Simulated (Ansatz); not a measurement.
# Mg_Ca in CaO (Fm-3m): charge-transition levels and formation energies

Wanted: the transition levels of a substitutional impurity in CaO (Fm-3m), from a cell of 54 host atoms with 1 Ca taken out and 1 Mg put in.

Main program and level: Ansatz 0.2.0; place-levels on r2SCAN runs: charge-transition levels and formation energies with image-charge correction and potential alignment at the atomic sites; PAW set soft_1.

### Step 1. The structure

The cell holds 54 atoms: 26 Ca, 27 O and 1 Mg. Cell: a = 10.173 Å, b = 10.173 Å, c = 10.173 Å, α = 60.0°, β = 60.0°, γ = 60.0°. It derives from CaO (space group Fm-3m). Nearest the centre at fractional (0.667, 0.667, 0.333): Mg51 at 0.00 Å, O28 at 2.40 Å, O44 at 2.40 Å, O32 at 2.40 Å, O34 at 2.40 Å, O46 at 2.40 Å, O50 at 2.40 Å, Ca21 at 3.39 Å.

Coordinates:

```xyz
54
Lattice="0.0000 7.1931 7.1931 7.1931 0.0000 7.1931 7.1931 7.1931 0.0000" Properties=species:S:1:pos:R:3 pbc="T T T"
Ca    0.0000    0.0000    0.0000
O     2.3977    2.3977    2.3977
Ca    2.3977    2.3977    0.0000
O     4.7954    4.7954    2.3977
Ca    4.7954    4.7954    0.0000
O     7.1931    7.1931    2.3977
Ca    2.3977    0.0000    2.3977
O     4.7954    2.3977    4.7954
Ca    4.7954    2.3977    2.3977
O     7.1931    4.7954    4.7954
Ca    7.1931    4.7954    2.3977
O     9.5908    7.1931    4.7954
Ca    4.7954    0.0000    4.7954
O     7.1931    2.3977    7.1931
Ca    7.1931    2.3977    4.7954
O     9.5908    4.7954    7.1931
Ca    9.5908    4.7954    4.7954
O    11.9885    7.1931    7.1931
Ca    0.0000    2.3977    2.3977
O     2.3977    4.7954    4.7954
Ca    2.3977    4.7954    2.3977
O     4.7954    7.1931    4.7954
Ca    4.7954    7.1931    2.3977
O     7.1931    9.5908    4.7954
Ca    2.3977    2.3977    4.7954
O     4.7954    4.7954    7.1931
Ca    4.7954    4.7954    4.7954
O     7.1931    7.1931    7.1931
Ca    7.1931    7.1931    4.7954
O     9.5908    9.5908    7.1931
Ca    4.7954    2.3977    7.1931
O     7.1931    4.7954    9.5908
Ca    7.1931    4.7954    7.1931
O     9.5908    7.1931    9.5908
Ca    9.5908    7.1931    7.1931
O    11.9885    9.5908    9.5908
Ca    0.0000    4.7954    4.7954
O     2.3977    7.1931    7.1931
Ca    2.3977    7.1931    4.7954
O     4.7954    9.5908    7.1931
Ca    4.7954    9.5908    4.7954
O     7.1931   11.9885    7.1931
Ca    2.3977    4.7954    7.1931
O     4.7954    7.1931    9.5908
Ca    4.7954    7.1931    7.1931
O     7.1931    9.5908    9.5908
Ca    7.1931    9.5908    7.1931
O     9.5908   11.9885    9.5908
Ca    4.7954    4.7954    9.5908
O     7.1931    7.1931   11.9885
Mg    7.1931    7.1931    9.5908
O     9.5908    9.5908   11.9885
Ca    9.5908    9.5908    9.5908
O    11.9885   11.9885   11.9885
```

The host's dielectric constants go in as inputs: 3.85 for the electrons alone, 16.67 with the ions, computed on the host (DFPT, PBEsol, on the r2SCAN cell), and a cell off the functional's own equilibrium shifts the ionic part.

The cell's shortest repeat is 10.2 Å.

### Step 2. Charge states

A transition level is the Fermi level at which two charge states cost the same, so each charge needs its own total energy, at its own relaxed structure.

Random displacements of about 0.05 Å break the site symmetry at the start, so that the relaxation can reach a distorted minimum if there is one. Forces are taken at one point at (¼, ¼, ¼). The cell holds 1 electron more than the neutral one, with a uniform background that keeps it neutral on the whole. The electron count is odd, so at least one spin is unpaired; this run locks the moment at 1 μB.

The sampling was tested on the host first: at the k-points planned (1x1x1 shifted 0.25 0.25 0.25) its energy lies 0.005 eV an atom from the dense-mesh value, under the bound of 0.02 eV set for this test; that bounds the host's error, not the defect's.

One of the inputs; charge, spin and start change from state to state.

qm1_M1.relax/input.yaml

```yaml
crystal:
  lattice:
    - [0.0, 2.39769239, 2.39769239]
    - [2.39769239, 0.0, 2.39769239]
    - [2.39769239, 2.39769239, 0.0]
  atoms:
    - { symbol: Ca, position: [0.0, 0.0, 0.0] }
    - { symbol: O, position: [0.5, 0.5, 0.5] }
  supercell: [3, 3, 3]
  defects: [{ substitution: { at: 50, symbol: Mg } }]
total_charge: -1
basis:
  ecutwfc: 500
  xc_grid: 2
hamiltonian:
  xc: r2scan
  pseudopotentials: { kind: paw, azcp: { folder: soft_1 } }
kpoints:
  mp_grid: { grid: [1, 1, 1], shift: [0.25, 0.25, 0.25] }
magnetization:
  spin_polarized: true
  initial_magnetization: 1
  spin_locking: { lock_magnetization: hard }
scf:
  occupations: { method: fixed }
  max_iter: 60
output:
  forces: true
  charged_corrections: { epsilon: 3.85, static_epsilon: 16.67 }
relax:
  f_tol: 0.02
  max_steps: 80
  random_displacement: { amplitude: 0.05, seed: 6555 }
checkpoint:
  write: "../qm1_M1.relax.run"
  compress: false
  write_wavefunctions: true
  write_every: 100000
```

Run with:

```sh
> ansatz run input.yaml --threads 4 --pin off --max-ram 7536MiB --backend cpu --events-out ev --progress --plain --runs-dir out
```

Defect states can disperse in a cell of this size, so the energy is taken again at a 2×2×2 shifted mesh, on the relaxed structure.

The run of this state that the levels use, under r2SCAN:

qm1_M1.point/input.yaml

```yaml
crystal:
  checkpoint: "../qm1_M1.relax.run"
  host: checkpoint
total_charge: -1
basis:
  ecutwfc: 500
  xc_grid: 2
hamiltonian:
  xc: r2scan
  pseudopotentials: { kind: paw, azcp: { folder: soft_1 } }
kpoints:
  mp_grid: { grid: [2, 2, 2], shift: [0.5, 0.5, 0.5] }
magnetization:
  spin_polarized: true
  initial_magnetization: 1
  spin_locking: { lock_magnetization: hard }
scf:
  occupations: { method: fermi_dirac, width: 0.01 }
  max_iter: 60
output:
  forces: true
  eigenvalues: true
  charged_corrections:
    epsilon: 3.85
    static_epsilon: 16.67
    defect_position: [0.666667, 0.666667, 0.333333]
  eigenstates: { localisation: true }
  populations: true
  efg: {}
  band_densities: [{ bands: [v1, v1] }, { bands: [c1, c1] }]
  write_density: true
  write_potential: true
  volumetric_format: npy
checkpoint:
  read: "../qm1_M1.relax.run"
  write: "../qm1_M1.point.run"
  compress: false
  write_wavefunctions: false
  write_every: 100000
```

Relaxations under r2SCAN at one point at (¼, ¼, ¼); times on 4 threads of Arm Neoverse V1, shared host:

```csv
charge,moment (μB),occupations,outcome,steps,largest displacement against the far atoms (Å),time
−1,1,fixed,converged,7,0.11,5.1 min
0,0,fixed,converged,5,0.10,90 s
+1,1,fixed,converged,5,0.10,4.8 min
```

Single points under r2SCAN at a 2×2×2 shifted mesh; times on 4 threads of Arm Neoverse V1, shared host:

```csv
charge,moment (μB),occupations,outcome,time
−1,1,fermi-dirac,converged,4.8 min
0,0,fermi-dirac,converged,2 min
+1,1,fermi-dirac,converged,4.2 min
```

Distances (Å) from Mg51 to the nearest atoms after relaxation with r2SCAN:

```csv
charge,moment (μB),1.,2.,3.,4.,5.,6.
−1,1,O 2.29,O 2.29,O 2.29,O 2.29,O 2.29,O 2.29
0,0,O 2.29,O 2.29,O 2.30,O 2.30,O 2.31,O 2.31
+1,1,O 2.29,O 2.30,O 2.30,O 2.30,O 2.30,O 2.30
```

### Step 3. Placing the levels, r2SCAN

A charged cell interacts with its images and the background, and its potential has another zero than the host's. place-levels removes the first by a point-charge model, screened by the static dielectric constant since the ions have relaxed around the charge, and the second by comparing potentials at atoms far from the defect.

The host is a run of the defect-free crystal in the same cutoffs, grids and k-points, so that basis and sampling errors cancel in part in the differences. The host is run in a cell of 2 atoms on a matching mesh. Its band edges are searched through the zone by a band path, so the gap is smaller than, or equal to, that on the mesh. Chemical potentials are energies per atom of Ca (fcc) and Mg (hcp), run with the same functional and cutoff.

levels.point.yaml

```yaml
host:
  run: host.point.run
states: [qm1_M1.point.run, q0.point.run, qp1_M1.point.run]
geometry_from:
  qm1_M1.point.run: qm1_M1.relax.run
  q0.point.run: q0.relax.run
  qp1_M1.point.run: qp1_M1.relax.run
chemical_potentials:
  Ca:
    energy: -1821.671293
    dataset: <sha256 of the dataset>
  Mg:
    energy: -1926.407918
    dataset: "<sha256 of the dataset>"
epsilon: 3.85
static_epsilon: 16.67
vertical:
  - { from: qm1_M1.point.run, to: qm1_M1.point_neutral.run }
  - { from: qp1_M1.point.run, to: qp1_M1.point_neutral.run }
```

Run with:

```sh
> ansatz place-levels levels.point.yaml -- --threads 4 --pin off --max-ram 7536MiB
```

Numbers of over 12 decimals in the logs are rounded to 6 here.

Output:

```text
[... repeated set-up lines and file paths are left out, and long positions are rounded to six places ...]
(+1/0) 0.000 eV above the valence edge (-0.171 eV without the band-filling correction), 4.197 eV under the conduction edge
(0/-1) 4.231 eV above the valence edge (+4.621 eV without the band-filling correction), in the conduction band
formation energy of charge +1: +1.306 eV with the Fermi level at the valence edge
formation energy of charge 0: +1.306 eV with the Fermi level at the valence edge
formation energy of charge -1: +5.538 eV with the Fermi level at the valence edge
vertical -1 to 0: no energy, since no alignment is typed
  the change from vertical[0].from (qm1_M1.point.run) to vertical[0].to (qm1_M1.point_neutral.run): by its potential at epsilon 3.85 it stands at 0.167 0.167 0.833, with an rms radius of about 5.6 Å (3.2 3.2 3.2 Å across the planes of the cell's vectors); [...]
vertical +1 to 0: no energy, since no alignment is typed
  the change from vertical[1].from (qp1_M1.point.run) to vertical[1].to (qp1_M1.point_neutral.run): by its potential at epsilon 3.85 it stands at 0.665 0.661 0.331, with an rms radius of about 6.7 Å (3.9 3.9 3.8 Å across the planes of the cell's vectors); [...]
  edges by r2scan, gap 4.197 eV; the host is sampled to repeats of 20.35 Å
  the defect's cells are sampled to repeats of 20.35 Å, like sampling
  charge +1: -64751.2273 eV with its correction of -0.095 eV, at epsilon 16.67, aligned at sites: -0.2322 eV, mean over 21 atomic sites at or beyond 5.09 Å from the defect at [0.6667, 0.6667, 0.3333], with +0.000000 for the charge's moments and without [...]
  states[2] (qp1_M1.point.run): levels filled in part (TS 0.005 eV): its energy is of no whole electron's
  charge 0: +0.000 eV for its dipole among its images, +0.000 omitted
  charge -1: -64731.9036 eV with its correction of +0.229 eV, at epsilon 16.67, aligned at sites: -0.0910 eV, mean over 21 atomic sites at or beyond 5.09 Å from the defect at [0.6667, 0.6667, 0.3333], with +0.000000 for the charge's moments and without [...]
  states[0] (qm1_M1.point.run): levels filled in part (TS 0.002 eV): its energy is of no whole electron's
  of states[2] (qp1_M1.point.run): it parts from the run at its places by a charge that spreads by about 3.9 Å along one vector (1.4 Å or more is wide), by its potential at epsilon 3.85, taken for that of held ions (one typed too small widens it), where the [...]
  of states[1] (q0.point.run): its alignment with the host at atomic sites is doubtful: the cell is too small to show whether the defect's potential has decayed: take a larger one
  of states[0] (qm1_M1.point.run): it parts from the run at its places by a charge that spreads by about 3.2 Å along one vector (1.4 Å or more is wide), by its potential at epsilon 3.85, taken for that of held ions (one typed too small widens it), where the [...]
  vertical[0].from (qm1_M1.point.run): levels filled in part (TS 0.002 eV): its energy is of no whole electron's
  of vertical[0].from (qm1_M1.point.run): its moments are held at its close (magnetization.spin_locking), by a field of 0.090 eV a Bohr magneton, and its energy and levels are of the state that this holds: a run that lets them go can end lower; [...]
  vertical[1].from (qp1_M1.point.run): levels filled in part (TS 0.005 eV): its energy is of no whole electron's
  of vertical[1].from (qp1_M1.point.run): its moments are held at its close (magnetization.spin_locking), by a field of 0.003 eV a Bohr magneton, and its energy and levels are of the state that this holds: a run that lets them go can end lower; [...]
```

Wall time 0.37 s (4 threads of Arm Neoverse V1, shared host).

Levels between the charges placed, in eV above the valence top:

```csv
,gap (eV),(+1/0),(0/−1)
r2SCAN,4.20,0.00,4.23
```

Corrections by state:

```csv
charge,moment (μB),image terms and alignment (eV),band filling (eV),ε used,"over the lowest of its charge, as the program ranks them, band filling apart (eV)"
+1,1.0,-0.095,-0.171,16.67,0.000
0,0.0,0.000,-,-,0.000
−1,1.0,0.229,-0.389,16.67,0.000
```

The charged structures listed were also run neutral, and place-levels reads from each pair, by the potential or the spins, how wide the charge is by which they differ; that can be the carrier of either run.

```csv
charge,rms radius (Å),spread where it is widest against the cell (Å),wide from (Å),reading
+1,6.7,3.91,1.44,wide
−1,5.6,3.21,1.44,wide
```

The neutral runs of these pairs need not share the spin of the lowest neutral state, and very wide values only mean spread over the cell.

From the program's caveats on the states, each cut to its opening words:

- charge +1 (1 μB): it parts from the run at its places by a charge that spreads by about 3.9 Å along one vector (1.4 Å or more is wide), by its potential at epsilon 3.85, taken [...]
- charge +1 (1 μB): a band-filling correction moves a carrier to the host's band edge, which changes its energy by -0.171 eV
- charge +1 (1 μB), 0, −1 (1 μB): its alignment with the host at atomic sites is doubtful: the cell is too small to show whether the defect's potential has decayed: take a larger one
- charge +1 (1 μB): its moments are held at its close (magnetization.spin_locking), by a field of 0.003 eV a Bohr magneton, and its energy and levels are of the state that this [...]
- charge +1 (1 μB), −1 (1 μB): flagged: stability check not made
- charge −1 (1 μB): it parts from the run at its places by a charge that spreads by about 3.2 Å along one vector (1.4 Å or more is wide), by its potential at epsilon 3.85, taken [...]
- charge −1 (1 μB): a band-filling correction moves a carrier to the host's band edge, which changes its energy by -0.389 eV
- charge −1 (1 μB): its moments are held at its close (magnetization.spin_locking), by a field of 0.090 eV a Bohr magneton, and its energy and levels are of the state that this [...]

Formation energies (eV), elemental references (Δμ(Ca) = 0.00 eV, Δμ(Mg) = 0.00 eV):

```csv
charge,Fermi level at the valence top,at the conduction bottom
+1,1.31,5.50
0,1.31,1.31
−1,5.54,1.34
```

### Step 4. The same at the relaxations' own k-points

The relaxations' own energies give the levels at their sampling, for comparison.

levels.relax_mesh.yaml

```yaml
host:
  run: host.relax.run
states: [qm1_M1.relax.run, q0.relax.run, qp1_M1.relax.run]
chemical_potentials:
  Ca:
    energy: -1821.671293
    dataset: <sha256 of the dataset>
  Mg:
    energy: -1926.407918
    dataset: "<sha256 of the dataset>"
```

Run with:

```sh
> ansatz place-levels levels.relax_mesh.yaml -- --threads 4 --pin off --max-ram 7536MiB
```

Output:

```text
(+1/0) 0.010 eV beneath the valence edge (-0.115 eV without the band-filling correction), in the valence band
[...]
formation energy of charge +1: +1.320 eV with the Fermi level at the valence edge
formation energy of charge 0: +1.309 eV with the Fermi level at the valence edge
formation energy of charge -1: +5.536 eV with the Fermi level at the valence edge
  edges by r2scan, gap 4.183 eV; the host is sampled to repeats of 10.17 Å
[... the lines on each state left out ...]
```

It took 0.12 s on 4 threads.

Levels between neighbouring charges, in eV above the valence top:

```csv
,gap (eV),(+1/0),(0/−1)
"one point at (¼, ¼, ¼)",4.18,-0.01,4.23
a 2×2×2 shifted mesh,4.20,0.00,4.23
```

Going from one point at (¼, ¼, ¼) to a 2×2×2 shifted mesh moves formation energies against the elements by up to 0.01 eV; band-filling terms, which differ between samplings, are in these energies.

### Step 5. Outcome

| Item | Value |
| --- | --- |
| gap of the host | 4.20 eV (r2SCAN) |
| level (plus 1/0) | 0.00 eV above the valence top (-0.17 eV above the valence top without the band-filling term) |
| level (0/minus 1) | 4.23 eV above the valence top, past the conduction bottom (4.62 eV above the valence top without the band-filling term) |
| lowest of the charges placed, just above the valence top (0.02 eV) | 0 |
| lowest of the charges placed, just below the conduction bottom (0.02 eV) | 0 |
| lowest formation energy at mid-gap of the charges run, elemental references | 1.31 eV |

Of the charges placed (−1, 0 and +1), 0 is the lowest from 0.02 eV above the valence top to 0.02 eV below the conduction bottom, a gap of 4.20 eV. States placed: +1 at 1 μB; 0 at 0 μB; −1 at 1 μB. Other spin states or structures, where not listed, weren't placed. The program finds carriers beyond a band edge of the host and adds a band-filling term at charge −1 (-0.39 eV) and +1 (-0.17 eV); steps to such a charge show no bound level, and a defect level inside a band would be read the same way. Mg is taken at its element; compounds, which aren't counted here, bound the chemical potentials and would shift these formation energies. Going from one point at (¼, ¼, ¼) to a 2×2×2 shifted mesh moves formation energies against the elements by up to 0.01 eV; band-filling terms, which differ between samplings, are in these energies. The program doubts the alignment of potentials for at least one state, a sign that the cell is small. What this leaves open: r2SCAN makes the gap too small and tends to spread out bound carriers; where a gas molecule sets a chemical potential or the host's formation energy, its binding is uncorrected.

[Logs are printed without paths, hosts, clocks, repeated set-up lines and the standing remarks that a program may print on its own settings, such as how far it seeks lower states.]

[Hosts, paths, dates, database ids (printed as entryN), source tags and the programs' standing remarks are cut or masked in the printed files.]

[Where a table of states has a column of steps, it counts the stored structures, which are thinned; the runs took as many ionic steps or more.]

[A defect's name tells the site on which it was built; relaxed atoms can leave that site.]

[For some hosts the program warned that the k-mesh of the response run may be too coarse for force constants and the static dielectric constant; such warnings are not shown here.]
